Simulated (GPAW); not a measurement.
Consider CuSe (P4/nmm).

```xyz
4
Lattice="3.7746 0.0000 0.0000 0.0000 3.7746 0.0000 0.0000 0.0000 5.4383" Properties=species:S:1:pos:R:3 pbc="T T T"
Se    0.0000    1.8873    1.5064
Se    1.8873    0.0000    3.9319
Cu    1.8873    1.8873    0.0000
Cu    0.0000    0.0000    0.0000
```

Absorber: atom 3, with 4 Se at 2.41 Å (tetrahedral, site symmetry -4m2). Method: GPAW, LDA, excited-electron core hole (neutral cell), 16-atom cell with 7.5 Å between holes, 3×3×3 k points, dipole transitions, Gaussian full width 1.55 eV up to 4 eV, rising linearly to 3.5 eV at 25 eV.

Question: Where do the maxima of the Cu K edge fall?

Main maxima up to 30 eV above the zero (height): 7.0 eV (1.75), 10.6 eV (1.27), 14.4 eV (1.40), 20.0 eV (1.22) and 27.0 eV (1.05). A K edge sees empty p states on the absorber. The total-energy difference is 8990.85 eV. One term is added: -29.79 eV, since the hole is spin-paired here and a spin-polarised one costs that much less in the free atom (computed apart). The photon energy is then 8961.06 eV. The tabulated edge of the element is 8979 eV. The functional leaves an error in such absolute values: in the free atom LDA prices this hole 18.3 eV below PBE (computed apart), and PBE is itself good to a few eV.

The Cu K spectrum (energy from the lowest empty level; intensity scaled to a mean of 1 over the first 20 eV; polarised curves are means over the symmetry-equivalent atoms):

```
E (eV)  isotropic  ε ⊥ c  ε ∥ c
  -2.0       0.00   0.00   0.00
  -1.5       0.00   0.00   0.00
  -1.0       0.01   0.01   0.01
  -0.5       0.03   0.03   0.04
   0.0       0.05   0.05   0.07
   0.5       0.06   0.05   0.07
   1.0       0.04   0.03   0.04
   1.5       0.02   0.02   0.02
   2.0       0.01   0.01   0.01
   2.5       0.04   0.05   0.03
   3.0       0.14   0.16   0.10
   3.5       0.33   0.37   0.24
   4.0       0.54   0.60   0.43
   4.5       0.74   0.79   0.62
   5.0       0.92   0.97   0.83
   5.5       1.14   1.18   1.07
   6.0       1.40   1.45   1.30
   6.5       1.64   1.71   1.49
   7.0       1.75   1.80   1.64
   7.5       1.63   1.60   1.70
   8.0       1.40   1.27   1.65
   8.5       1.20   1.03   1.54
   9.0       1.12   0.93   1.49
   9.5       1.15   0.96   1.54
  10.0       1.23   1.05   1.59
  10.5       1.27   1.14   1.51
  11.0       1.24   1.19   1.33
  11.5       1.17   1.18   1.13
  12.0       1.11   1.15   1.03
  12.5       1.13   1.17   1.06
  13.0       1.21   1.24   1.16
  13.5       1.31   1.35   1.25
  14.0       1.38   1.44   1.26
  14.5       1.39   1.49   1.21
  15.0       1.34   1.46   1.11
  15.5       1.26   1.38   1.01
  16.0       1.16   1.28   0.94
  16.5       1.09   1.18   0.91
  17.0       1.05   1.12   0.91
  17.5       1.05   1.10   0.93
  18.0       1.07   1.12   0.98
  18.5       1.12   1.16   1.04
  19.0       1.17   1.19   1.11
  19.5       1.20   1.21   1.18
  20.0       1.22   1.21   1.24
  20.5       1.21   1.18   1.27
  21.0       1.18   1.14   1.25
  21.5       1.12   1.08   1.20
  22.0       1.06   1.02   1.12
  22.5       0.99   0.96   1.04
  23.0       0.93   0.92   0.97
  23.5       0.90   0.90   0.92
  24.0       0.90   0.90   0.91
  24.5       0.93   0.93   0.92
  25.0       0.96   0.96   0.95
  25.5       1.00   0.99   1.00
  26.0       1.02   1.01   1.05
  26.5       1.04   1.02   1.08
  27.0       1.05   1.02   1.11
  27.5       1.04   1.00   1.11
  28.0       1.02   0.98   1.10
  28.5       0.99   0.95   1.07
  29.0       0.96   0.93   1.03
  29.5       0.95   0.91   1.01
  30.0       0.94   0.91   1.00
  30.5       0.96   0.94   1.01
  31.0       1.00   0.98   1.04
  31.5       1.04   1.03   1.06
  32.0       1.08   1.08   1.08
```

The script folds with a Gaussian, whereas the core hole's own line is a Lorentzian, so the onset is too steep and the first peak too high. The unit cell's mesh shows no gap over 0.35 eV. That is right for a metallic compound; for a small-gap or correlated insulator it would be the fault of the functional or of the assumed magnetic order, and the hole would be screened too well. The mesh is coarse (0.39 Å⁻¹ between points), so small maxima may be mesh ripples. Lifetime broadening is put in by hand, and intensities beyond about 20 eV depend on it and on the partial waves. The structure is a computed Materials Project entry and may be a hypothetical form.

[Banner, clock and machine lines of the logs are left out without a mark of their own.]

[Logs are printed without paths, hosts, clocks, repeated set-up lines and the standing remarks that a program may print on its own settings, such as how far it seeks lower states.]

[Hosts, paths, dates, database ids (printed as entryN), source tags and the programs' standing remarks are cut or masked in the printed files.]

[Lists of maxima count a maximum above −3 eV only where it reaches 4 % of the highest in the window and stands out from its surroundings by 2 % of it (1.5 % where it reaches 55 %); shoulders and weaker maxima are passed over, and of the rest the first, up to two pre-edge ones and the few strongest are named.]
